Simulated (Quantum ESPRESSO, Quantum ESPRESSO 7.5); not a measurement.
**F-SiSi-F chair, 1 layer: a series in the field along the normal**

Wanted: a table for F-SiSi-F chair, 1 layer against the field along the normal, and what can be fitted to it.

Main program and level: Quantum ESPRESSO 7.5; plane-wave DFT, PBE, GBRV ultrasoft pseudopotentials (geometry by pw.x at PBE-D3(BJ), GBRV ultrasoft).

## 1. The starting structure

The cell holds 4 atoms: 2 F and 2 Si. Its edges and angles: a = 3.663 Å, b = 3.663 Å, c = 21.100 Å, α = 90.0°, β = 90.0°, γ = 120.0°. Vacuum lies along c.

Set-up: Cell and atoms are relaxed without a field with a D3(BJ) correction and then held. Sawtooth field with dipole correction, 17 Å of vacuum in the starting cell, Fermi-Dirac smearing of 0.002 Ry; bands along a path at each field.

Members -0.05, 0.1, -0.1, 0.2, -0.2, 0.3 and -0.3 took the same steps and show in the table alone.

This sheet is a model structure: its symmetry is held, and its stability is not tested here.

## 2. Variable-cell relaxation of the reference

What the set-up leaves free in this member is relaxed.

ref.relax.in reads:

```
&control
  prefix = 'ref.relax'
  outdir = './out'
  pseudo_dir = './pseudo'
  nstep = 80
  forc_conv_thr = 0.0004
  calculation = 'vc-relax'
  etot_conv_thr = 1e-06
/
&system
  ibrav = 0
  nat = 4
  ntyp = 2
  ecutwfc = 50
  ecutrho = 250
  vdw_corr = 'grimme-d3'
  dftd3_version = 4
  occupations = 'smearing'
  smearing = 'fd'
  degauss = 0.004
/
&electrons
  conv_thr = 1e-09
  mixing_beta = 0.4
  electron_maxstep = 120
  mixing_mode = 'plain'
/
&ions
/
&cell
  cell_dofree = '2Dxy'
  press_conv_thr = 0.3
/
ATOMIC_SPECIES
  F   18.9984  f_pbe_v1.4.uspp.F.UPF
  Si  28.0850  si_pbe_v1.uspp.F.UPF
CELL_PARAMETERS angstrom
  3.66300000000000 0.00000000000000 0.00000000000000
  -1.83150000000000 3.17225105406240 0.00000000000000
  0.00000000000000 0.00000000000000 21.10000000000000
ATOMIC_POSITIONS crystal
  F   0.666666666700 0.333333333300 0.402843601896
  Si  0.666666666700 0.333333333300 0.482464454976
  Si  0.333333333300 0.666666666700 0.517535545024
  F   0.333333333300 0.666666666700 0.597156398104
K_POINTS automatic
  12 12 1 0 0 0
```

Started as:

```console
OMP_NUM_THREADS=1 mpirun -n 4 pw.x -nk 4 -in ref.relax.in > ref.relax.out
```

What it wrote:

```text
Program PWSCF v.7.5 starts
[citation notice left out]

     Parallel version (MPI & OpenMP), running on       4 processor cores
     Number of MPI processes:                 4
     Threads/MPI process:                     1

     MPI processes distributed on     1 nodes
[...]
Current dimensions of program PWSCF are:
     Max number of different atomic species (ntypx) = 10
     Max number of k-points (npk) =  40000
     Max angular momentum in pseudopotentials (lmaxx) =  4
     Message from routine setup:
     using ibrav=0 with symmetry is DISCOURAGED, use correct ibrav instead

     K-points division:     npool     =       4
     Subspace diagonalization in iterative solution of the eigenvalue problem:
     a serial algorithm will be used

     G-vector sticks info
     --------------------
     sticks:   dense  smooth     PW     G-vecs:    dense   smooth      PW
     Sum         823     661    199               110475    79103   12727

     Using Slab Decomposition

     bravais-lattice index     =            0
     lattice parameter (alat)  =       6.9221  a.u.
     unit-cell volume          =    1654.5638 (a.u.)^3
     number of atoms/cell      =            4
     number of atomic types    =            2
     number of electrons       =        22.00
     number of Kohn-Sham states=           15
     kinetic-energy cutoff     =      50.0000  Ry
     charge density cutoff     =     250.0000  Ry
     scf convergence threshold =      1.0E-09
     mixing beta               =       0.4000
     number of iterations used =            8  plain     mixing
     energy convergence thresh.=      1.0E-06
     force convergence thresh. =      4.0E-04
     press convergence thresh. =      3.0E-01
     Exchange-correlation= SLA  PW   PBE  PBE
                           (   1   4   3   4   0   0   0)
     nstep                     =           80

     celldm(1)=   6.922067  celldm(2)=   0.000000  celldm(3)=   0.000000
     celldm(4)=   0.000000  celldm(5)=   0.000000  celldm(6)=   0.000000

     crystal axes: (cart. coord. in units of alat)
               a(1) = (   1.000000   0.000000   0.000000 )
               a(2) = (  -0.500000   0.866025   0.000000 )
               a(3) = (   0.000000   0.000000   5.760306 )

     reciprocal axes: (cart. coord. in units 2 pi/alat)
               b(1) = (  1.000000  0.577350 -0.000000 )
               b(2) = (  0.000000  1.154701  0.000000 )
               b(3) = (  0.000000 -0.000000  0.173602 )

     PseudoPot. # 1 for F  read from file:
     ./pseudo/f_pbe_v1.4.uspp.F.UPF
     Pseudo is Ultrasoft, Zval =  7.0
     Generated by new atomic code, or converted to UPF format
     Using radial grid of  799 points,  4 beta functions with:
                l(1) =   0
                l(2) =   0
                l(3) =   1
                l(4) =   1
     Q(r) pseudized with  8 coefficients,  rinner =    0.950   0.950   0.950

     PseudoPot. # 2 for Si read from file:
     ./pseudo/si_pbe_v1.uspp.F.UPF
     Pseudo is Ultrasoft + core correction, Zval =  4.0
     Generated by new atomic code, or converted to UPF format
     Using radial grid of  899 points,  6 beta functions with:
                l(1) =   0
                l(2) =   0
                l(3) =   1
                l(4) =   1
                l(5) =   2
                l(6) =   2
     Q(r) pseudized with  8 coefficients,  rinner =    0.900   0.900   0.900
                                                       0.900   0.900

     atomic species   valence    mass     pseudopotential
     F                 7.00    18.99840     F ( 1.00)
     Si                4.00    28.08500     Si( 1.00)

     12 Sym. Ops., with inversion, found

   Cartesian axes

     site n.     atom                  positions (alat units)
         1        F      tau(   1) = (   0.5000000   0.2886751   2.3205023  )
         2        Si     tau(   2) = (   0.5000000   0.2886751   2.7791428  )
         3        Si     tau(   3) = (  -0.0000000   0.5773503   2.9811630  )
         4        F      tau(   4) = (  -0.0000000   0.5773503   3.4398034  )

     --------------------------------------------
     DFT-D3 Dispersion Correction (3-body terms):
     --------------------------------------------
       Reference C6 values for interpolation:

         atom   Coordination number   C6
         F          0.000            19.38
         F          0.998            14.27
         Si         0.000           635.71
         Si         0.951           540.53
         Si         1.944           466.25
         Si         2.941           443.01
         Si         3.868           299.55

       Values used:

         atom   Coordination number  R0_AB[au]  C6      C8
         F          1.027            2.173     14.33    245.29
         Si         4.094            3.583    300.29  21478.88
         Si         4.094            3.583    300.29  21478.88
         F          1.027            2.173     14.33    245.29

         Molecular C6 ( Ry / a.u.^6 ) =      1706.95

     number of k points=    19  Fermi-Dirac smearing, width (Ry)=  0.0040
                       cart. coord. in units 2pi/alat
        k(    1) = (   0.0000000   0.0000000   0.0000000), wk =   0.0138889
        k(    2) = (   0.0000000   0.0962250   0.0000000), wk =   0.0833333
        k(    3) = (   0.0000000   0.1924501   0.0000000), wk =   0.0833333
        k(    4) = (   0.0000000   0.2886751   0.0000000), wk =   0.0833333
        k(    5) = (   0.0000000   0.3849002   0.0000000), wk =   0.0833333
        k(    6) = (   0.0000000   0.4811252   0.0000000), wk =   0.0833333
        k(    7) = (   0.0000000  -0.5773503   0.0000000), wk =   0.0416667
        k(    8) = (   0.0833333   0.1443376   0.0000000), wk =   0.0833333
        k(    9) = (   0.0833333   0.2405626   0.0000000), wk =   0.1666667
        k(   10) = (   0.0833333   0.3367877   0.0000000), wk =   0.1666667
[...]
k(   19) = (   0.3333333   0.5773503   0.0000000), wk =   0.0277778

     Dense  grid:   110475 G-vectors     FFT dimensions: (  36,  36, 216)

     Smooth grid:    79103 G-vectors     FFT dimensions: (  32,  32, 180)

     Estimated max dynamical RAM per process >     180.11 MB

     Estimated total dynamical RAM >     639.52 MB

     Initial potential from superposition of free atoms

     starting charge      21.9987, renormalised to      22.0000

     negative rho (up, down):  2.272E-04 0.000E+00
     Starting wfcs are   16 randomized atomic wfcs

     total cpu time spent up to now is        2.8 secs

     per-process dynamical memory:    89.4 Mb

[...]
total energy              =    -116.61788692 Ry
     estimated scf accuracy    <       0.00008769 Ry

[...]
iteration #  7     ecut=    50.00 Ry     beta= 0.40
[...]
negative rho (up, down):  2.707E-04 0.000E+00

[...]
End of self-consistent calculation

[...]
the Fermi energy is    -3.3630 ev

!    total energy              =    -116.61789501 Ry
     estimated scf accuracy    <          4.8E-11 Ry
     smearing contrib. (-TS)   =      -0.00016074 Ry
     internal energy E=F+TS    =    -116.61773427 Ry

     The total energy is F=E-TS. E is the sum of the following terms:
     one-electron contribution =    -567.07496417 Ry
     hartree contribution      =     288.80188028 Ry
     xc contribution           =     -27.45833267 Ry
     ewald contribution        =     189.14452599 Ry
     DFT-D3 Dispersion         =      -0.03084370 Ry

     convergence has been achieved in   7 iterations

     negative rho (up, down):  2.707E-04 0.000E+00

     Forces acting on atoms (cartesian axes, Ry/au):

     atom    1 type  1   force =    -0.00000000   -0.00000000   -0.00672730
     atom    2 type  2   force =    -0.00000000   -0.00000000    0.00959924
     atom    3 type  2   force =     0.00000000    0.00000000   -0.00959924
     atom    4 type  1   force =    -0.00000000   -0.00000000    0.00672730

     Total force =     0.016577     Total SCF correction =     0.000020

     Computing stress (Cartesian axis) and pressure

     negative rho (up, down):  2.707E-04 0.000E+00
          total   stress  (Ry/bohr**3)                   (kbar)     P=       15.56
   0.00014797  -0.00000000   0.00000000           21.77       -0.00        0.00
  -0.00000000   0.00014797   0.00000000           -0.00       21.77        0.00
  -0.00000000  -0.00000000   0.00002138           -0.00       -0.00        3.14

     Energy error            =      2.7E-03 Ry
     Gradient error          =      9.6E-03 Ry/Bohr
     Cell gradient error     =      2.2E+01 kbar

     number of scf cycles    =   3
     number of bfgs steps    =   2

     enthalpy           old  =    -116.6151920708 Ry
     enthalpy           new  =    -116.6178950085 Ry

     CASE: enthalpy          _new < enthalpy          _old

     WARNING: bfgs curvature condition failed, Theta= 0.967
     new trust radius        =       0.0393535608 bohr
     new conv_thr            =       0.0000000002 Ry

     new unit-cell volume =   1704.05118 a.u.^3 (   252.51433 Ang^3 )
     density =      0.61924 g/cm^3

CELL_PARAMETERS (angstrom)
   3.717375844   0.000000000   0.000000000
  -1.858687922   3.219341917   0.000000000
   0.000000000   0.000000000  21.100000000

ATOMIC_POSITIONS (crystal)
F                0.6666666667        0.3333333333        0.4038058129
Si               0.6666666667        0.3333333333        0.4807351535
Si               0.3333333333        0.6666666667        0.5192648465
F                0.3333333333        0.6666666667        0.5961941871

[...]
NEW-OLD atomic charge density approx. for the potential
     New effective cutoffs (rho, wfc):  249.38   49.94

     negative rho (up, down):  2.681E-04 0.000E+00

     total cpu time spent up to now is       41.7 secs

     per-process dynamical memory:   106.1 Mb

[...]
!    total energy              =    -116.62026926 Ry
[...]
Total force =     0.011585     Total SCF correction =     0.000017
[...]
number of bfgs steps    =   3
[...]
new trust radius        =       0.0590303413 bohr
[...]
!    total energy              =    -116.62335300 Ry
[...]
Total force =     0.010545     Total SCF correction =     0.000056
[...]
number of bfgs steps    =   4
[...]
new trust radius        =       0.0885455119 bohr
[...]
!    total energy              =    -116.62711309 Ry
[...]
Total force =     0.012578     Total SCF correction =     0.000041
[...]
number of bfgs steps    =   5
[...]
new trust radius        =       0.1328182678 bohr
[...]
!    total energy              =    -116.63100423 Ry
[...]
Total force =     0.016158     Total SCF correction =     0.000039
[...]
number of bfgs steps    =   6
[...]
new trust radius        =       0.1790846434 bohr
[...]
!    total energy              =    -116.63332030 Ry
[...]
Total force =     0.017395     Total SCF correction =     0.000034
[...]
number of bfgs steps    =   7
[...]
new trust radius        =       0.0315430219 bohr
[...]
!    total energy              =    -116.63358614 Ry
[...]
Total force =     0.013605     Total SCF correction =     0.000018
[...]
number of bfgs steps    =   8
[...]
new trust radius        =       0.0258355172 bohr
[...]
!    total energy              =    -116.63390282 Ry
[...]
Total force =     0.006101     Total SCF correction =     0.000020
[...]
number of bfgs steps    =   9
[...]
new trust radius        =       0.0131999547 bohr
[...]
!    total energy              =    -116.63401360 Ry
[...]
Total force =     0.003315     Total SCF correction =     0.000010
[...]
number of bfgs steps    =  10
[...]
new trust radius        =       0.0144233830 bohr
[...]
Self-consistent Calculation

     iteration #  1     ecut=    50.00 Ry     beta= 0.40
     Davidson diagonalization with overlap
     ethr =  1.00E-06,  avg # of iterations =  3.0

     Threshold (ethr) on eigenvalues was too large:
     Diagonalizing with lowered threshold

     Davidson diagonalization with overlap
     ethr =  1.33E-08,  avg # of iterations =  2.2

     negative rho (up, down):  4.893E-04 0.000E+00

     total cpu time spent up to now is      135.7 secs

     total energy              =    -116.63404033 Ry
     estimated scf accuracy    <       0.00000370 Ry

[...]
iteration #  7     ecut=    50.00 Ry     beta= 0.40
[...]
negative rho (up, down):  4.853E-04 0.000E+00

[...]
End of self-consistent calculation

          k = 0.0000 0.0000 0.0000 (  9887 PWs)   bands (ev):

   -28.4570 -28.4323 -14.3271 -11.2134  -9.7668  -9.1636  -9.1636  -9.0152
    -9.0152  -4.0531  -4.0531  -3.3905  -0.3263  -0.3263  -0.2764

          k = 0.0000 0.0895 0.0000 (  9903 PWs)   bands (ev):

   -28.4554 -28.4314 -14.2648 -11.2188  -9.7841  -9.2127  -9.1786  -9.0176
    -9.0040  -4.6327  -4.1765  -3.1117  -0.4763  -0.0439   0.1724

          k = 0.0000 0.1789 0.0000 (  9875 PWs)   bands (ev):

   -28.4508 -28.4291 -14.0811 -11.2414  -9.8323  -9.3466  -9.2181  -9.0254
    -8.9738  -5.5890  -4.4545  -2.7600  -0.8136   0.7050   1.2244

          k = 0.0000 0.2684 0.0000 (  9853 PWs)   bands (ev):

   -28.4443 -28.4261 -13.7862 -11.3022  -9.9043  -9.5363  -9.2700  -9.0381
    -8.9243  -6.5166  -4.7490  -2.4323  -1.0806   1.7583   2.3308

          k = 0.0000 0.3579 0.0000 (  9876 PWs)   bands (ev):

   -28.4375 -28.4235 -13.4044 -11.4385  -9.9966  -9.7265  -9.3205  -9.0522
    -8.8525  -7.2701  -4.9847  -2.2749  -1.0111   1.9828   3.0083

          k = 0.0000 0.4473 0.0000 (  9882 PWs)   bands (ev):

   -28.4319 -28.4221 -12.9975 -11.6691 -10.0953  -9.8449  -9.3569  -9.0631
    -8.7639  -7.7743  -5.1324  -2.3070  -0.5695   1.1295   3.9169

[...]
-8.7695
[key lines of the parts left out:]
total energy              =    -116.63404057 Ry
the Fermi energy is    -3.6900 ev
convergence has been achieved in   8 iterations
```

Run time: 3.1 min. Hardware: 4 MPI ranks of Intel Xeon Platinum 8488C (Sapphire Rapids), shared host; peak memory 0.9 GiB.

Step by step:

```csv
step,energy less that of the first step (eV),largest force (eV/Å),volume (Å³)
1,0.0000,2.0497,245.18
2,-0.1481,0.4877,247.94
3,-0.1849,0.2468,250.11
4,-0.2172,0.2033,252.51
5,-0.2592,0.1841,256.14
6,-0.3103,0.1668,261.62
7,-0.3633,0.2737,269.96
8,-0.3948,0.3130,281.40
9,-0.3984,0.2392,283.44
10,-0.4027,0.0855,285.09
11,-0.4042,0.0596,284.58
12,-0.4046,0.0165,283.65
13,-0.4046,0.0035,283.41
14,-0.4046,0.0003,283.40
15,-0.4052,0.0003,283.40
```

| cell as run | before | after | change |
| --- | --- | --- | --- |
| a (Å) | 3.663 | 3.938 | +7.5 % |
| b (Å) | 3.663 | 3.938 | +7.5 % |

The atoms that moved most (Å, along periodic axes as changes of fractional coordinates times the final cell, across vacuum about the mean position):

| atom | dx | dy | dz | length |
| --- | --- | --- | --- | --- |
| F4 | 0.000 | 0.000 | -0.067 | 0.067 |
| F1 | 0.000 | 0.000 | 0.067 | 0.067 |
| Si2 | 0.000 | 0.000 | 0.018 | 0.018 |
| Si3 | 0.000 | 0.000 | -0.018 | 0.018 |

Final coordinates:

```cif
data_structure
_symmetry_space_group_name_H-M 'P 1'
_symmetry_Int_Tables_number 1
_cell_length_a 3.9382
_cell_length_b 3.9382
_cell_length_c 21.1000
_cell_angle_alpha 90.000
_cell_angle_beta 90.000
_cell_angle_gamma 120.000
_cell_volume 283.40
loop_
_atom_site_label
_atom_site_type_symbol
_atom_site_fract_x
_atom_site_fract_y
_atom_site_fract_z
_atom_site_occupancy
F1 F 0.66667 0.33333 0.40600 1
Si2 Si 0.66667 0.33333 0.48329 1
Si3 Si 0.33333 0.66667 0.51671 1
F4 F 0.33333 0.66667 0.59400 1
```

 The last row is no step: it is a fresh SCF in the final cell with a new plane-wave basis, -1 meV from the row before.

This step gave:

```
free energy  : -1586.8876 eV
Fermi energy : -3.698 eV
```

(Continued in part 2 of 4.)

[Logs are printed without paths, hosts, clocks, repeated set-up lines and the standing remarks that a program may print on its own settings, such as how far it seeks lower states.]

[Hosts, paths, dates, database ids (printed as entryN), source tags and the programs' standing remarks are cut or masked in the printed files.]

[Maps of the electrostatic potential energy from Ansatz leave out the sawtooth potential of an applied field or a dipole correction, so their vacuum need not be flat; planar profiles and work functions include it.]
